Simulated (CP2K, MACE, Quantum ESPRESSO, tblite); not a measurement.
# Bulk modulus two ways: glassy 77P2O5-23MgO (mol %) (76 atoms), MACE MPA-0 medium

The cell holds 76 atoms (20 P, 3 Mg and 53 O). Recipe: 76 atoms (20 P, 3 Mg, 53 O) placed at random at 2.41 g/cm³, melted at 4000 K for 10 ps at fixed volume with the Morse and Coulomb pair potential with partial charges (Pedone, Malavasi, Menziani, Cormack and Segre, J. Phys. Chem. B 110, 11780 (2006)). Quenched from 4000 K to 300 K at 20 K/ps and fixed volume, held 10 ps at zero pressure. Then the atoms were relaxed with MACE MPA-0 medium in the fixed cell.

Calculated with MACE MPA-0 medium: MACE MPA-0 medium, trained on PBE(+U) plane-wave data, no dispersion term. The cell is scaled evenly by ±3 % in volume, and MACE MPA-0 medium relaxes the atoms at each volume before the single point.

| volume (Å³/atom) | energy less the middle row's (meV/atom) | pressure (GPa) |
| --- | --- | --- |
| 13.120 | 0.665 | 0.905 |
| 13.526 | 0.000 | -0.297 |
| 13.932 | 2.000 | -1.322 |

Task: Find the bulk modulus at the middle volume from the pressures and from the energies, and check the printed pressure against the slope of the energy (1 meV/Å³ = 0.16022 GPa).

**Working.**

The step is h = 0.4058 Å³. From pressures: B = −V dP/dV = 13.526 × (0.905 − (-1.322)) / (2 × 0.4058) = 37.1 GPa.

From energies: B = V d²E/dV² = 13.526 × (0.665 + (2.000)) / 0.4058² = 218.9 meV/Å³ = 35.1 GPa.

Slope: P = −dE/dV = −(2.000 − (0.665)) / (2 × 0.4058) = -1.64 meV/Å³ = -0.26 GPa, against -0.30 GPa printed.

The two moduli agree within 6 %.

A central difference over ±3 % overstates P by about B(1 + B′)(0.03)²/6, some 0.03 GPa for B′ = 4.

Limits: three points, a static cell at zero temperature, the cell shape held.

[Hosts, paths, dates, database ids (printed as entryN), source tags and the programs' standing remarks are cut or masked in the printed files.]
